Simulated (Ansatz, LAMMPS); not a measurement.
**Glassy 67SiO2-33BaO (mol %) (131 atoms) in motion**

How do the atoms of glassy 67SiO2-33BaO (mol %) (131 atoms) move, and what local order do they keep?

Method: Kohn-Sham DFT, LDA, PAW (set soft_2), plane waves, in Ansatz 0.2.0.

## Step 1: Set-up

The cell holds 131 atoms: 33 Si, 16 Ba and 82 O. Cell: a = 12.713 Å, b = 12.713 Å, c = 12.713 Å, α = 90.0°, β = 90.0°, γ = 90.0°. 131 atoms (33 Si, 16 Ba, 82 O) placed at random at 3.48 g/cm³, melted at 4000 K for 10 ps at fixed volume with the Morse and Coulomb pair potential with partial charges (Pedone, Malavasi, Menziani, Cormack and Segre, J. Phys. Chem. B 110, 11780 (2006)). Quenched from 4000 K to 300 K at 50 K/ps and fixed volume, held 10 ps at zero pressure, then minimised at fixed cell.

Limits known from the start: The quench rate of 50 K/ps is many orders above laboratory rates, so the cell is likely richer in defects and strain than a real sample. The starting topology of bonds comes from the classical model. The Brillouin zone is sampled at Γ only, in a cell whose shortest periodic width is 13 Å. The levels lack spin–orbit coupling, which is large for the heavy elements here.

## Step 2: Dynamics at 900 K

A Langevin thermostat couples each atom to a heat bath, at the price of damped dynamics. The time step is 1.0 fs.

input.yaml reads:

```yaml
crystal:
  lattice:
    - [12.71338, 0.0, 0.0]
    - [0.0, 12.71338, 0.0]
    - [0.0, 0.0, 12.71338]
  atoms:
    - { symbol: Si, position: [0.67203, 0.29873, 0.71087] }
    - { symbol: Si, position: [0.19271, 0.08804, 0.99375] }
    - { symbol: Si, position: [0.4733, 0.22008, 0.56967] }
    - { symbol: Si, position: [0.85672, 0.83238, 0.35186] }
    [... 121 atom lines left out ...]
    - { symbol: O, position: [0.35403, 0.89076, 0.41953] }
    - { symbol: O, position: [0.67086, 0.45301, 0.50325] }
    - { symbol: O, position: [0.97064, 0.21601, 0.11862] }
    - { symbol: O, position: [0.407, 0.96538, 0.77652] }
    - { symbol: O, position: [0.12968, 0.16454, 0.91622] }
    - { symbol: O, position: [0.65848, 0.21075, 0.80345] }
kpoints:
  mp_grid: { grid: [1, 1, 1] }
hamiltonian:
  xc: lda
scf:
  occupations: { method: fermi_dirac, width: 0.078 }
output:
  forces: true
  stress: true
md:
  timestep: 1.0
  n_steps: 87
  ensemble: nvt_langevin
  temperature: 900
  initial_velocities: maxwell_boltzmann
  seed: 43
```

Run with:

```console
> ansatz run input.yaml --threads 4 --pin off --max-ram 8192MiB --backend cpu --events-out ev --progress --plain --runs-dir out
```

Run time: 23 min. Hardware: 4 threads of Intel Xeon Platinum 8259CL at 2.50GHz (Skylake/Cascade Lake), shared host; peak memory 3.2 GiB.

The program notes that the SCF threshold is loose for the stress and it switched symmetry off.

Rows from the run:

| time (fs) | T (K) | potential (meV/atom) |
| --- | --- | --- |
| 0.0 | 893 | 0.0 |
| 6.0 | 748 | 21.9 |
| 12.0 | 747 | 29.0 |
| 17.0 | 788 | 28.9 |
| 23.0 | 712 | 41.1 |
| 29.0 | 723 | 49.1 |
| 35.0 | 770 | 49.8 |
| 41.0 | 748 | 47.5 |
| 46.0 | 824 | 43.8 |
| 52.0 | 818 | 44.4 |
| 58.0 | 762 | 51.8 |
| 64.0 | 798 | 50.6 |
| 70.0 | 791 | 53.8 |
| 75.0 | 754 | 55.0 |
| 81.0 | 815 | 52.3 |
| 87.0 | 773 | 58.4 |

Mean square displacement from the first frame to the last: Si 0.049 Å², Ba 0.086 Å², O 0.12 Å².

The mean square displacement by time lag:

| time lag (fs) | Ba (Å²) | O (Å²) | Si (Å²) |
| --- | --- | --- | --- |
| 1.0 | 1.8e-5 | 1.1e-4 | 6.9e-5 |
| 2.0 | 7.3e-5 | 4.5e-4 | 2.7e-4 |
| 4.0 | 2.9e-4 | 0.00176 | 0.00107 |
| 6.0 | 6.5e-4 | 0.00384 | 0.00232 |
| 9.0 | 0.00144 | 0.00817 | 0.00489 |
| 11.0 | 0.00214 | 0.0117 | 0.00692 |
| 13.0 | 0.00297 | 0.0155 | 0.00911 |
| 15.0 | 0.00393 | 0.0195 | 0.0114 |
| 17.0 | 0.00502 | 0.0236 | 0.0136 |
| 18.0 | 0.00560 | 0.0257 | 0.0147 |
| 20.0 | 0.00686 | 0.0298 | 0.0168 |
| 24.0 | 0.00974 | 0.0379 | 0.0204 |
| 26.0 | 0.0113 | 0.0418 | 0.0219 |
| 27.0 | 0.0122 | 0.0438 | 0.0226 |
| 29.0 | 0.0139 | 0.0476 | 0.0239 |
| 31.0 | 0.0158 | 0.0514 | 0.0250 |
| 33.0 | 0.0177 | 0.0552 | 0.0260 |
| 35.0 | 0.0198 | 0.0589 | 0.0269 |
| 38.0 | 0.0229 | 0.0642 | 0.0281 |
| 40.0 | 0.0252 | 0.0677 | 0.0289 |
| 42.0 | 0.0274 | 0.0711 | 0.0296 |
| 44.0 | 0.0298 | 0.0742 | 0.0303 |

Over the second half of 87 fs the temperature averages 791 K with swings of 24 K r.m.s. From first frame to last O has the largest mean square displacement, 0.12 Å² at the end; the farthest move is 0.69 Å. The count of bonds goes from 237 in the first frame to 229 in the last, by one set of cutoffs: 15 pairs passed out of them and 7 came within. The run spans 0.09 ps, too short for its means to be equilibrium values.

## Step 3: Distances and neighbours late in the run

The g(r) is a mean over the second half; what follows it is taken at the last frame.

Density 3.58 g/cm³, 15.69 Å³ an atom.

Mean of 16 frames. g(r), total and by pair (bins of 0.2 Å):

| r (Å) | total | O-O | O-Si | O-Ba | Si-Si | Si-Ba | Ba-Ba |
| --- | --- | --- | --- | --- | --- | --- | --- |
| 1.40 | 0.02 | 0.00 | 0.05 | 0.00 | 0.00 | 0.00 | 0.00 |
| 1.60 | 4.05 | 0.00 | 12.84 | 0.00 | 0.00 | 0.00 | 0.00 |
| 1.80 | 0.63 | 0.00 | 1.99 | 0.00 | 0.00 | 0.00 | 0.00 |
| 2.00 | 0.00 | 0.00 | 0.00 | 0.00 | 0.00 | 0.00 | 0.00 |
| 2.20 | 0.02 | 0.02 | 0.00 | 0.06 | 0.00 | 0.00 | 0.00 |
| 2.40 | 0.39 | 0.58 | 0.00 | 1.04 | 0.00 | 0.00 | 0.00 |
| 2.60 | 1.89 | 3.70 | 0.03 | 2.76 | 0.00 | 0.00 | 0.00 |
| 2.80 | 1.29 | 2.58 | 0.04 | 1.62 | 0.24 | 0.00 | 0.00 |
| 3.00 | 0.64 | 0.53 | 0.04 | 1.57 | 2.49 | 0.25 | 0.00 |
| 3.20 | 0.74 | 0.51 | 0.28 | 0.87 | 4.39 | 0.60 | 0.00 |
| 3.40 | 0.76 | 0.61 | 0.66 | 0.98 | 0.49 | 2.14 | 0.00 |
| 3.60 | 1.04 | 0.74 | 1.07 | 1.26 | 0.07 | 3.25 | 1.00 |
| 3.80 | 1.02 | 0.64 | 1.57 | 0.65 | 0.32 | 1.99 | 1.75 |
| 4.00 | 1.14 | 0.77 | 1.65 | 0.83 | 0.40 | 2.11 | 2.31 |
| 4.20 | 1.28 | 0.87 | 2.05 | 0.89 | 0.38 | 1.32 | 3.12 |
| 4.40 | 1.01 | 0.95 | 1.18 | 0.94 | 0.79 | 0.96 | 0.82 |
| 4.60 | 0.90 | 0.97 | 0.71 | 0.98 | 1.03 | 0.80 | 2.29 |
| 4.80 | 1.04 | 1.24 | 0.76 | 1.22 | 1.13 | 0.71 | 0.71 |
| 5.00 | 1.12 | 1.40 | 0.79 | 1.29 | 1.40 | 0.61 | 0.51 |
| 5.20 | 1.08 | 1.45 | 0.66 | 1.16 | 1.34 | 0.52 | 0.26 |
| 5.40 | 0.94 | 0.98 | 0.81 | 0.98 | 1.44 | 0.81 | 0.56 |
| 5.60 | 0.89 | 0.82 | 0.95 | 0.89 | 1.25 | 0.73 | 0.44 |
| 5.80 | 0.92 | 0.84 | 1.05 | 0.87 | 1.12 | 0.71 | 0.91 |
| 6.00 | 0.93 | 0.91 | 0.98 | 0.93 | 0.73 | 1.16 | 0.41 |
| 6.20 | 0.91 | 0.83 | 1.21 | 0.70 | 0.68 | 0.77 | 0.42 |

Bonds by pair of elements; cutoffs follow the first minimum of g(r), held within bounds set by covalent radii, and pairs that aren't listed don't count as bonded:

| pair A-B | cutoff (Å) | bonds | mean length (Å) | spread (Å) | shortest (Å) | B about A | A about B |
| --- | --- | --- | --- | --- | --- | --- | --- |
| O-Si | 2.16 | 132 | 1.64 | 0.066 | 1.50 | 1.61 | 4 |
| O-Ba | 3.29 | 97 | 2.79 | 0.26 | 2.32 | 1.18 | 6.06 |

How many atoms have how many bonded neighbours:

| element | mean | 2 | 3 | 4 | 5 | 6 | 7 | 8 | 9 |
| --- | --- | --- | --- | --- | --- | --- | --- | --- | --- |
| Ba | 6.06 | 0 | 0 | 3 | 1 | 8 | 1 | 2 | 1 |
| O | 2.79 | 28 | 43 | 11 | 0 | 0 | 0 | 0 | 0 |
| Si | 4 | 0 | 0 | 33 | 0 | 0 | 0 | 0 | 0 |

Bond angles (no mean is given where the spread exceeds 20°):

| angle | count | mean (°) | spread (°) |
| --- | --- | --- | --- |
| O-Si-O | 198 | 109 | 7.5 |
| Ba-O-Si | 125 | 110 | 18.4 |
| Si-O-Si | 50 | 147 | 14 |
| Ba-O-Ba | 48 | 105 | 16.7 |

Oxygen atoms by the number of network formers (Si, P, Ge, B, Al, As, Ga) bound to them:

| network formers bound to O | O atoms | per cent |
| --- | --- | --- |
| 0 | 0 | 0 |
| 1 | 32 | 39 |
| 2 | 50 | 61 |

Network units: each former by its oxygen neighbours and how many of them bridge to another former:

| former | O neighbours | bridging O | atoms |
| --- | --- | --- | --- |
| Si | 4 | 2 | 8 |
| Si | 4 | 3 | 16 |
| Si | 4 | 4 | 9 |

Bond length by coordination (bonds to H left out):

| element | coordination | atoms | mean bond length (Å) |
| --- | --- | --- | --- |
| Ba | 4 | 3 | 2.61 |
| Ba | 5 | 1 | 2.68 |
| Ba | 6 | 8 | 2.78 |
| Ba | 7 | 1 | 2.78 |
| Ba | 8 | 2 | 2.90 |
| Ba | 9 | 1 | 2.90 |
| O | 2 | 28 | 1.69 |
| O | 3 | 43 | 2.20 |
| O | 4 | 11 | 2.46 |

Rings of the network by King's shortest-path rule, up to 12 atoms, one path for each pair of neighbours; H, halogens, alkali and alkaline-earth atoms are left out, and the last column divides by all other atoms, bonded or not:

| ring size (atoms) | rings | per network atom |
| --- | --- | --- |
| 8 | 2 | 0.017 |
| 10 | 3 | 0.026 |
| 12 | 3 | 0.026 |

For some of the pairs, g(r) has its first main peak near 2.7 Å (O-O), 1.6 Å (O-Si), 2.6 Å (O-Ba), 3.1 Å (Si-Si), 3.6 Å (Si-Ba) and 4.2 Å (Ba-Ba). With the cutoffs above, 50 % of Ba atoms have 6, 52 % of O atoms have 3 and all Si atoms have 4 bonded neighbours. The O-Si-O angle averages 109° with a spread of 8°. 61 % of the oxygens bridge two formers (Si) and 39 % are non-bridging. The commonest Si unit has 4 oxygens, 3 of them shared with other formers (16 of 33 atoms). Rings of 10 and 12 atoms are the most common (38 % each of those counted); sizes run from 8 to 12, where the search stops.

## Step 4: Single point at the last frame

The last frame is solved once more, with the analyses that the dynamics left out.

input.yaml reads:

```yaml
crystal:
  lattice:
    - [12.71338, 0.0, 0.0]
    - [0.0, 12.71338, 0.0]
    - [0.0, 0.0, 12.71338]
  atoms:
    - { symbol: Si, position: [0.66532, 0.2943, 0.7086] }
    - { symbol: Si, position: [0.18045, 0.09369, 0.99103] }
    - { symbol: Si, position: [0.47833, 0.20664, 0.56893] }
    - { symbol: Si, position: [0.8499, 0.84957, 0.35034] }
    [... 121 atom lines left out ...]
    - { symbol: O, position: [0.36316, 0.88719, 0.42643] }
    - { symbol: O, position: [0.68077, 0.45536, 0.49057] }
    - { symbol: O, position: [0.99518, 0.22334, 0.10067] }
    - { symbol: O, position: [0.3958, 0.97261, 0.78435] }
    - { symbol: O, position: [0.13859, 0.18788, 0.91687] }
    - { symbol: O, position: [0.64621, 0.20417, 0.80253] }
kpoints:
  mp_grid: { grid: [1, 1, 1] }
hamiltonian:
  xc: lda
scf:
  occupations: { method: fixed }
output:
  forces: true
  stress: true
  populations: intrinsic
  dos:
    method: { smearing: { sigma: 0.08 } }
    de: 0.1
    projected: { site_lists: { Ba: [Ba], O: [O], Si: [Si] } }
  eigenvalues: true
  write_density: true
  write_potential: true
  volumetric_format: npy
```

It took 42 s on 4 threads; peak memory 2.9 GiB.

Numbers from this run:

```
free energy                                      : -158247.0116 eV
free energy per atom                             : -1207.9925 eV/atom
SCF cycles                                       : 11
pressure                                         : -3.828 GPa
r.m.s. force component                           : 1.41 eV/Å
longest force                                    : 5.926 eV/Å
Fermi energy                                     : 4.801 eV
gap (highest filled to lowest empty level) : 2.876 eV
```

Neighbours are counted within 2.16 Å (O-Si), 3.29 Å (O-Ba), the cutoffs taken from the dynamics.

Length of the force by element and coordination:

| element | coordination | atoms | mean length of the force (eV/Å) | spread | least | most |
| --- | --- | --- | --- | --- | --- | --- |
| Ba | all | 16 | 1.24 | 0.454 | 0.598 | 2.12 |
| Ba | 4 | 3 | 1.49 | 0.493 | 0.916 | 2.12 |
| Ba | 5 | 1 | 1.54 | 0 | 1.54 | 1.54 |
| Ba | 6 | 8 | 1.26 | 0.478 | 0.598 | 2.09 |
| Ba | 7 | 1 | 0.942 | 0 | 0.942 | 0.942 |
| Ba | 8 | 2 | 0.829 | 0.0639 | 0.765 | 0.893 |
| Ba | 9 | 1 | 1.11 | 0 | 1.11 | 1.11 |
| O | all | 82 | 1.87 | 1.05 | 0.274 | 5.75 |
| O | 2 | 28 | 2.22 | 1.34 | 0.389 | 5.75 |
| O | 3 | 43 | 1.69 | 0.859 | 0.274 | 3.44 |
| O | 4 | 11 | 1.70 | 0.577 | 0.737 | 2.62 |
| Si | all | 33 | 3.18 | 1.14 | 1.29 | 5.93 |

Intrinsic-atomic-orbital charges by element and coordination:

| element | coordination | atoms | mean charge (e) | spread | least | most |
| --- | --- | --- | --- | --- | --- | --- |
| Ba | all | 16 | 1.83 | 0.0222 | 1.79 | 1.87 |
| Ba | 4 | 3 | 1.83 | 0.0287 | 1.80 | 1.87 |
| Ba | 5 | 1 | 1.82 | 0 | 1.82 | 1.82 |
| Ba | 6 | 8 | 1.82 | 0.0186 | 1.79 | 1.84 |
| Ba | 7 | 1 | 1.85 | 0 | 1.85 | 1.85 |
| Ba | 8 | 2 | 1.84 | 0.0094 | 1.83 | 1.85 |
| Ba | 9 | 1 | 1.86 | 0 | 1.86 | 1.86 |
| O | all | 82 | -0.998 | 0.134 | -1.26 | -0.839 |
| O | 2 | 28 | -0.909 | 0.0869 | -1.17 | -0.839 |
| O | 3 | 43 | -1.02 | 0.126 | -1.22 | -0.863 |
| O | 4 | 11 | -1.14 | 0.109 | -1.26 | -0.918 |
| Si | all | 33 | 1.59 | 0.0655 | 1.45 | 1.71 |

Density of states as counts of states in windows of 1 eV (from the Fermi level), total and the larger projections:

| from (eV) | to (eV) | total | O p | Si p | O s | Ba p |
| --- | --- | --- | --- | --- | --- | --- |
| -18 | -17 | 33.6 | 0.5 | 4.6 | 26.2 | 0.6 |
| -17 | -16 | 31.1 | 0.6 | 4.2 | 24.1 | 0.6 |
| -16 | -15 | 3.6 | 0.1 | 0.5 | 2.8 | 0.1 |
| -15 | -12 | 0.0 | 0.0 | 0.0 | 0.0 | 0.0 |
| -12 | -11 | 51.5 | 3.7 | 0.5 | 0.6 | 46.0 |
| -11 | -10 | 47.6 | 5.7 | 0.6 | 0.9 | 38.9 |
| -10 | -9 | 20.4 | 11.4 | 1.3 | 1.0 | 3.4 |
| -9 | -8 | 17.1 | 11.7 | 1.9 | 0.9 | 0.3 |
| -8 | -7 | 25.9 | 19.0 | 4.1 | 0.8 | 0.2 |
| -7 | -6 | 28.1 | 21.2 | 5.3 | 0.5 | 0.2 |
| -6 | -5 | 33.1 | 25.4 | 4.0 | 1.9 | 0.4 |
| -5 | -4 | 65.8 | 54.1 | 5.4 | 3.0 | 0.8 |
| -4 | -3 | 88.8 | 77.8 | 4.1 | 2.3 | 1.0 |
| -3 | -2 | 93.5 | 85.3 | 2.4 | 1.3 | 1.1 |
| -2 | -1 | 80.6 | 74.8 | 1.7 | 0.6 | 0.9 |
| -1 | 0 | 34.6 | 32.3 | 0.7 | 0.2 | 0.4 |
| 0 | 1 | 1.0 | 0.9 | 0.0 | 0.0 | 0.0 |
| 1 | 2 | 0.0 | 0.0 | 0.0 | 0.0 | 0.0 |
| 2 | 3 | 2.0 | 0.1 | 0.0 | 0.3 | 0.0 |
| 3 | 4 | 5.8 | 0.5 | 0.4 | 0.4 | 0.0 |
| 4 | 5 | 37.1 | 2.5 | 4.1 | 2.1 | 0.1 |

The curve was stored every 0.10 eV, coarse against its broadening of 0.08 eV, so these counts are rough.

With fixed occupations the program's Fermi level is the highest filled level; weight inside the gap is the broadening of levels at its edges.

Between -26 and -18 eV lie 116 more states.

The levels nearest the highest filled one (over half full), pooled over k-points and spins:

| level less the highest filled one (eV) | occupation |
| --- | --- |
| -0.549 | 2 |
| -0.457 | 2 |
| -0.346 | 2 |
| -0.283 | 2 |
| -0.161 | 2 |
| 0 | 2 |
| 2.88 | 0 |
| 3.37 | 0 |
| 3.86 | 0 |
| 3.97 | 0 |
| 4.06 | 0 |
| 4.11 | 0 |

Mean intrinsic-atomic-orbital charges: Ba +1.83, O -1.00, Si +1.59 e.

## Step 5: Outcome

| Item | Value |
| --- | --- |
| mean temperature, second half | 791.3 K |
| temperature swing, second half | 23.83 K |
| mean pressure, second half | -3.128 GPa |
| free energy per atom | -1207.9925 eV/atom |
| pressure | -3.828 GPa |
| r.m.s. force component | 1.41 eV/Å |
| gap (highest filled to lowest empty level) | 2.876 eV |
| wall time of the 2 DFT runs | 24 min |

In words: Over the second half of 87 fs the temperature averages 791 K with swings of 24 K r.m.s. The count of bonds goes from 237 in the first frame to 229 in the last, by one set of cutoffs: 15 pairs passed out of them and 7 came within. The run spans 0.09 ps, too short for its means to be equilibrium values. With the cutoffs above, 50 % of Ba atoms have 6, 52 % of O atoms have 3 and all Si atoms have 4 bonded neighbours. 61 % of the oxygens bridge two formers (Si) and 39 % are non-bridging. The highest filled and lowest empty levels differ by 2.88 eV (at Γ alone); a local or semilocal functional tends to put such gaps too low. In a disordered cell it changes from sample to sample, and tail or defect levels can set it.

What to keep in mind: The starting topology of bonds comes from the classical model; in DFT 15 of its 237 bonded pairs passed out of the cutoffs and 7 came within them. The pressure of -3.8 GPa is that of one thermal frame at a volume set beforehand, without the kinetic term.

[Logs are printed without paths, hosts, clocks, repeated set-up lines and the standing remarks that a program may print on its own settings, such as how far it seeks lower states.]

[Hosts, paths, dates, database ids (printed as entryN), source tags and the programs' standing remarks are cut or masked in the printed files.]
